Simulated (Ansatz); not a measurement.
# Dielectric response of MgO (110) films, part 3 of 3

Wanted: ε of rocksalt MgO (110) by finite fields on slabs, and the band edges against the vacuum where run.

Ansatz 0.2.0; plane-wave DFT, PBE, Ansatz PAW (the session's first sound run).

So far, gap on the k-mesh (eV): step 2 (relaxation, 10 atoms, units 5) 1.88; step 15 (relaxation, 24 atoms, units 12) 2.13; step 17 (single point on the relaxed film, 24 atoms, units 12) 2.13; step 18 (single point, 24 atoms, units 12, field 0.05 V/Å) 1.87; step 19 (single point, 24 atoms, units 12, field -0.05 V/Å) 1.87.

## 21. Relaxing in the field, 24 atoms, units 12, field 0.05 V/Å

This step: plane-wave DFT, PBE, Ansatz PAW (Ansatz 0.2.0).

The same pair of relaxations in the field for this thickness.

input.yaml

```yaml
crystal:
  lattice:
    - [2.97691955, 0.0, 0.0]
    - [0.0, 4.21, 0.0]
    - [0.0, 0.0, 34.3730575184]
  atoms:
    - { symbol: Mg, position: [0.5, 0.5, 0.2621214714] }
    - { symbol: O, position: [0.5, 0.0, 0.2595401278] }
    - { symbol: Mg, position: [0.0, 0.0, 0.3000789182] }
    - { symbol: O, position: [0.0, 0.5, 0.3017549446] }
    - { symbol: Mg, position: [0.5, 0.5, 0.3469591416] }
    - { symbol: O, position: [0.5, 0.0, 0.3463858103] }
    - { symbol: Mg, position: [0.0, 0.0, 0.3898230163] }
    - { symbol: O, position: [0.0, 0.5, 0.390101221] }
    - { symbol: Mg, position: [0.5, 0.5, 0.4342219795] }
    - { symbol: O, position: [0.5, 0.0, 0.4341024259] }
    - { symbol: Mg, position: [0.0, 0.0, 0.477957067] }
    - { symbol: O, position: [0.0, 0.5, 0.4780272561] }
    - { symbol: Mg, position: [0.5, 0.5, 0.5220429329] }
    - { symbol: O, position: [0.5, 0.0, 0.5219727437] }
    - { symbol: Mg, position: [0.0, 0.0, 0.5657780205] }
    - { symbol: O, position: [0.0, 0.5, 0.5658975739] }
    - { symbol: Mg, position: [0.5, 0.5, 0.6101769837] }
    - { symbol: O, position: [0.5, 0.0, 0.6098987789] }
    - { symbol: Mg, position: [0.0, 0.0, 0.6530408585] }
    - { symbol: O, position: [0.0, 0.5, 0.6536141896] }
    - { symbol: Mg, position: [0.5, 0.5, 0.699921082] }
    - { symbol: O, position: [0.5, 0.0, 0.6982450555] }
    - { symbol: Mg, position: [0.0, 0.0, 0.7378785288] }
    - { symbol: O, position: [0.0, 0.5, 0.7404598724] }
kpoints:
  mp_grid: { grid: [10, 6, 1] }
hamiltonian:
  xc: pbe
scf:
  occupations: { method: fixed }
  convergence: { dr2_threshold: 1.0e-10 }
efield:
  axis: 3
  dipole_correction: true
  ramp_position: 0.97
  ramp_width: 0.06
  amplitude: 0.05
relax:
  f_tol: 0.0006
  max_steps: 70
output:
  write_potential: true
  write_density: true
  volumetric_format: npy
```

Run with:

```console
$ ansatz run input.yaml --threads 4 --pin off --max-ram 8192MiB --backend cpu --events-out ev --progress --plain --runs-dir out
```

Elapsed: 2.5 min, on 4 threads of Arm Neoverse V1, shared host; peak memory 1.6 GiB.

Hardly anything moved in the relaxation; the energy changed by under 0.2 meV an atom.

The relaxation took 4 steps and lowered the energy by 3.3e-4 eV; the largest force on the free atoms ends at 2.7e-4 eV/Å.

The dipole is 0.0612 e·Å, and the gap on the mesh 2.051 eV.

## 22. Field on, atoms free, 24 atoms, units 12, field -0.05 V/Å

Edit input.yaml of step 21 so:

```diff
@@ -42,3 +42,3 @@
   ramp_width: 0.06
-  amplitude: 0.05
+  amplitude: -0.05
 relax:
```

Elapsed: 2.5 min, on 4 threads; peak memory 1.6 GiB; 10 min of CPU time.

Hardly anything moved in the relaxation; the energy changed by under 0.2 meV an atom.

The relaxation took 4 steps and lowered the energy by 3.3e-4 eV; the largest force on the free atoms ends at 2.7e-4 eV/Å.

The dipole is -0.0612 e·Å, and the gap on the mesh 2.051 eV.

## 23. Response with the atoms relaxed, 24 atoms, units 12

This step: plane-wave DFT, PBE, Ansatz PAW; response to a field along the normal, atoms relaxed (Ansatz 0.2.0).

This step gave:

```yaml
equivalent_conductor_thickness_p_eps_0ae: 17.67 Å
inner_field_over_outer_field: 0.09691
local_eps_in_the_middle: 10.32
```

Local field over the applied field, running mean. From the potentials at -0.05 and 0.05 V/Å; running mean over 1.488 Å, taken twice. The local field over applied field by z:

z (Å), local field over applied field and a bar from the least value:
```
        5      0.995 ##############################
        6      0.967 #############################
        7      0.805 ########################
        8      0.381 ############
        9     -0.007 #
       10      0.050 ##
       11      0.155 #####
       12      0.057 ###
       13      0.083 ###
       14      0.112 ####
       15      0.079 ###
       16      0.086 ###
       17      0.098 ####
       18      0.093 ####
       19      0.078 ###
       20      0.099 ####
       21      0.106 ####
       22      0.051 ##
       23      0.121 ####
       24      0.119 ####
       25     -0.032 
       26      0.207 #######
       27      0.681 #####################
       28      0.936 ############################
       29      0.990 ##############################
       30      0.999 ##############################
```

The induced dipole is that of a conductor 17.67 Å thick.

## 24. Electronic ε from the series

This step: plane-wave DFT, PBE, Ansatz PAW; permittivity from the thickness series, atoms held (Ansatz 0.2.0).

Each added layer adds t(1 − 1/ε) to the dipole term, so the slope against thickness gives ε without a choice of where the film ends.

Numbers from this step:

| Item | Value |
| --- | --- |
| slope | 0.6892 |
| intercept of the fit | 2.409 Å |
| ε of the interior | 3.217 |

The equivalent conductor thickness by distance between the outer atoms:

```
distance between the outer atoms (Å)  equivalent conductor thickness (Å)
                                5.96                                6.52
                               10.49                                9.63
                               16.53                                13.8
```

By hand, from the thinnest and the thickest film: slope = (13.805 − 6.520) / (16.531 − 5.957) = 0.689, so ε = 1/(1 − 0.689) = 3.21.

## 25. Static ε from the series

This step: plane-wave DFT, PBE, Ansatz PAW; permittivity from the thickness series, atoms relaxed (Ansatz 0.2.0).

The same fit for the relaxed films. The nearer its slope lies to 1, the more ε hangs on small errors.

Numbers from this step:

| Property | Result |
| --- | --- |
| slope | 0.9029 |
| intercept of the fit | 2.741 Å |
| ε of the interior | 10.30 |

The equivalent conductor thickness by distance between the outer atoms:

```
distance between the outer atoms (Å)  equivalent conductor thickness (Å)
                                5.96                                8.12
                               16.53                                17.7
```

By hand, from the thinnest and the thickest film: slope = (17.666 − 8.120) / (16.531 − 5.957) = 0.903, so ε = 1/(1 − 0.903) = 10.3. One nm of such a film has the capacitance of 3.9/10.3 = 0.38 nm of SiO₂ (its equivalent oxide thickness).

## 26. The bulk crystal

This step: plane-wave DFT, PBE, Ansatz PAW (Ansatz 0.2.0).

System of this step: rocksalt MgO. Symmetry: Fm-3m, No. 225, cubic system. Conventional cell: a = 4.210 Å, b = 4.210 Å, c = 4.210 Å, α = 90.00°, β = 90.00°, γ = 90.00°. Mg has 6 O at 2.10 Å nearest. Nearest to O lie 6 Mg at 2.10 Å. Farther neighbours and most contacts between anions are not listed.

Band edges are better read in the bulk than in a thin slab, where confinement and surface states shift them. The bulk run gives them against its mean potential.

input.yaml

```yaml
crystal:
  lattice:
    - [0.0, 2.105, 2.105]
    - [2.105, 0.0, 2.105]
    - [2.105, 2.105, 0.0]
  atoms:
    - { symbol: Mg, position: [0.0, 0.0, 0.0] }
    - { symbol: O, position: [0.5, 0.5, 0.5] }
kpoints:
  mp_grid: { grid: [12, 12, 12] }
  band_path: { path: [VBM, CBM], npoints: 1 }
hamiltonian:
  xc: pbe
scf:
  occupations: { method: fixed }
  convergence: { dr2_threshold: 1.0e-09 }
output:
  eigenvalues: true
checkpoint:
  write: bulk.run
  compress: false
  write_wavefunctions: false
```

Run time: 0.75 s. Hardware: 4 threads; peak memory 0.25 GiB.

Numbers from this step:

```yaml
gap_on_the_k_mesh: 4.758 eV
gap_along_the_path: 4.758 eV
smallest_direct_gap_along_the_path: 4.758 eV
gap_the_smaller_of_path_and_mesh: 4.758 eV
```

The gap is 4.76 eV.

## 27. Band edges against the vacuum, levels PBE

This step: plane-wave DFT, PBE, Ansatz PAW; band edges against the vacuum, bulk levels by PBE (Ansatz 0.2.0).

System of this step: MgO (110), 12 units. The cell holds 24 atoms: 12 Mg and 12 O. Its edges and angles: a = 2.977 Å, b = 4.210 Å, c = 34.373 Å, α = 90.0°, β = 90.0°, γ = 90.0°. It derives from MgO (rocksalt MgO). Vacuum lies along c.

The averaged potential in the middle of the thickest slab ties the bulk's levels to the vacuum level.

align.yaml

```yaml
surface:
  bulk: { run: bulk.run }
  slab: { run: end12.run, axis: 3 }
  face: plus
  period: 1.48846
```

Run with:

```console
$ ansatz align-bands align.yaml -- --threads 4 --pin off
```

Elapsed: 0.08 s, on 4 threads.

This step gave:

```
ionisation energy : 5.383 eV
electron affinity : 0.6258 eV
slab level shift  : 0.7797 eV
```

Check by hand: ionisation energy less affinity, 5.38 − (0.63) = 4.76 eV, is the bulk gap at this level.

The program warns that the averaged potential varies by 0.17 eV in the slab's middle, which these edges carry as an error.

## 28. The bulk with HSE06, k-mesh 8×8×8

This step: plane-wave DFT, HSE06, Ansatz PAW (Ansatz 0.2.0).

System of this step: rocksalt MgO. It takes space group Fm-3m (No. 225, cubic). The conventional cell has a = 4.210 Å, b = 4.210 Å, c = 4.210 Å, α = 90.00°, β = 90.00°, γ = 90.00°. Mg has 6 O at 2.10 Å nearest. Nearest to O lie 6 Mg at 2.10 Å. Farther neighbours and most contacts between anions are not listed.

A hybrid functional removes part of the gap error, and is affordable in the small bulk cell.

input.yaml, the sections that differ from step 26:

```yaml
kpoints:
  mp_grid: { grid: [8, 8, 8] }
hamiltonian:
  xc: hse06
scf:
  occupations: { method: fixed }
  convergence: { dr2_threshold: 1.0e-08 }
checkpoint:
  write: bulk-hse.run
  compress: false
  write_wavefunctions: false
# crystal, output: as in step 26
```

Run with:

```console
$ ansatz run input.yaml --threads 4 --pin off --max-ram 8192MiB --backend cpu --events-out ev --progress --plain --runs-dir out
```

The job ended after 3.9 s (4 threads; peak memory 0.89 GiB; 12 s of CPU time).

Numbers from this step:

```yaml
gap_on_the_k_mesh: 6.498 eV
```

The gap is 6.50 eV.

## 29. Band edges against the vacuum, levels HSE06

This step: plane-wave DFT, PBE, Ansatz PAW; band edges against the vacuum, bulk levels by HSE06 (Ansatz 0.2.0).

System of this step: MgO (110), 12 units. The cell holds 24 atoms: 12 Mg and 12 O. Its edges and angles: a = 2.977 Å, b = 4.210 Å, c = 34.373 Å, α = 90.0°, β = 90.0°, γ = 90.0°. It derives from MgO (rocksalt MgO). Vacuum lies along c.

The same line-up with the hybrid's levels.

align.yaml

```yaml
surface:
  bulk: { run: bulk.run, levels_from: { run: bulk-hse.run } }
  slab: { run: end12.run, axis: 3 }
  face: plus
  period: 1.48846
```

Run with:

```console
$ ansatz align-bands align.yaml -- --threads 4 --pin off
```

Wall time 0.1 s (4 threads).

This step gave:

| Item | Value |
| --- | --- |
| ionisation energy | 6.637 eV |
| electron affinity | 0.1386 eV |

Check by hand: ionisation energy less affinity, 6.64 − (0.14) = 6.50 eV, is the bulk gap at this level.

The program warns that the averaged potential varies by 0.17 eV in the slab's middle, which these edges carry as an error.

## 30. The same run with other settings

This step: plane-wave DFT, PBE, Ansatz PAW (Ansatz 0.2.0).

System of this step: MgO (110), 5 units. The cell holds 10 atoms: 5 Mg and 5 O. Cell: a = 2.977 Å, b = 4.210 Å, c = 23.954 Å, α = 90.0°, β = 90.0°, γ = 90.0°. It derives from MgO (rocksalt MgO). Vacuum lies along c.

A run with a changed input: it repeats the earlier run at 0.05 V/Å, 5 units with efield.ramp_width from 0.06 to 0.04 and efield.dipole_correction from true to false.

input.yaml

```yaml
crystal:
  lattice:
    - [2.97691955, 0.0, 0.0]
    - [0.0, 4.21, 0.0]
    - [0.0, 0.0, 23.9538390976]
  atoms:
    - { symbol: Mg, position: [0.5, 0.5, 0.379123233] }
    - { symbol: O, position: [0.5, 0.0, 0.3756539323] }
    - { symbol: Mg, position: [0.0, 0.0, 0.4343001501] }
    - { symbol: O, position: [0.0, 0.5, 0.4362804128] }
    - { symbol: Mg, position: [0.5, 0.5, 0.5000000008] }
    - { symbol: O, position: [0.5, 0.0, 0.4999999998] }
    - { symbol: Mg, position: [0.0, 0.0, 0.5656998509] }
    - { symbol: O, position: [0.0, 0.5, 0.5637195849] }
    - { symbol: Mg, position: [0.5, 0.5, 0.6208767726] }
    - { symbol: O, position: [0.5, 0.0, 0.6243460629] }
kpoints:
  mp_grid: { grid: [10, 6, 1] }
hamiltonian:
  xc: pbe
scf:
  occupations: { method: fixed }
  convergence: { dr2_threshold: 1.0e-10 }
efield:
  axis: 3
  dipole_correction: false
  ramp_position: 0.97
  ramp_width: 0.04
  amplitude: 0.05
output:
  write_potential: true
  write_density: true
  volumetric_format: npy
```

Run with:

```console
$ ansatz run input.yaml --threads 4 --pin off --max-ram 8192MiB --backend cpu --events-out ev --progress --plain --runs-dir out
```

Run time: 13 s. Hardware: 4 threads; peak memory 0.78 GiB; 53 s of CPU time.

```
                     quantity  this run  earlier run  difference
dipole along the normal (e·Å)   0.03102      0.02258      0.0084
       gap on the k-mesh (eV)     1.806        1.829      -0.023
```

With the dipole correction off, the periodic images add a field of their own to the typed one.

What moves beyond 0.01 in its unit (for the dipole 0.5 % and 5e-5 e·Å): dipole along the normal (+0.00844 e·Å) and gap on the k-mesh (-0.0228 eV).

These numbers are not those of the isolated slab.

## 31. A changed input: efield.ramp_width = 0.15

Another changed input: it repeats the earlier run at 0.05 V/Å, 5 units with efield.ramp_width from 0.06 to 0.15.

Edit input.yaml of step 30 so:

```diff
@@ -25,5 +25,5 @@
   axis: 3
-  dipole_correction: false
+  dipole_correction: true
   ramp_position: 0.97
-  ramp_width: 0.04
+  ramp_width: 0.15
   amplitude: 0.05
```

Elapsed: 15 s, on 4 threads; peak memory 0.77 GiB.

Numbers from this step:

- gap on the k-mesh: 1.829 eV
- dipole along the normal: 0.02257 e·Å

```
                     quantity  this run  earlier run  difference
dipole along the normal (e·Å)   0.02257      0.02258     -9.2e-6
       gap on the k-mesh (eV)     1.829        1.829      2.1e-5
```

Nothing in the table moves by 0.01 in its unit (for the dipole 0.5 % and 5e-5 e·Å).

## 32. Outcome

```json
{
  "electronic ε from the thickness series": "3.22",
  "static ε from the thickness series": "10.3",
  "local electronic ε, middle of 12 units": "3.24",
  "ionisation energy, levels by PBE": "5.38 eV",
  "electron affinity, levels by PBE": "0.626 eV",
  "ionisation energy, levels by HSE06": "6.64 eV",
  "electron affinity, levels by HSE06": "0.139 eV"
}
```

What this shows: The films give an electronic ε of 3.22 and a static ε of 10.3. The slope of the series and the field inside the thickest film give 3.22 and 3.24, in agreement. Ions raise ε from 3.22 to 10.3. The static value rests on two thicknesses alone. HSE06 levels deepen the valence edge by 1.25 eV on the same PBE surface dipole. The alignment warns that the averaged potential still varies by 0.17 eV in the slab's middle, which the band edges carry as an error. The in-plane lattice constants are held at typed bulk values. Semilocal functionals tend to overestimate the electronic ε a little.

Comparison with the measured values:

| quantity | measured | PBE | PBE, slope of the films |
| --- | --- | --- | --- |
| band gap (least gap) (eV) | 7.83 | 4.76 (-3.07 eV) | - |
| ε∞ (high-frequency dielectric constant) | 2.95 | - | 3.22 (+9.1 %) |

Measured values from arxiv:0908.1581 (2009) and arxiv:0704.2267 (2007).

**Verdict.** The band gap is off by -3.07 eV: a clear miss. Local and semilocal functionals usually give gaps below the measured ones. Zero-point and thermal motion shift the measured gap. The ε∞ is off by +9.1 %: fair agreement. The grades are ours: good and fair within 7 and 18 % for the ε∞.

[Logs are printed without paths, hosts, clocks, repeated set-up lines and the standing remarks that a program may print on its own settings, such as how far it seeks lower states.]

[Hosts, paths, dates, database ids (printed as entryN), source tags and the programs' standing remarks are cut or masked in the printed files.]

[Maps of the electrostatic potential energy from Ansatz leave out the sawtooth potential of an applied field or a dipole correction, so their vacuum need not be flat; planar profiles and work functions include it.]
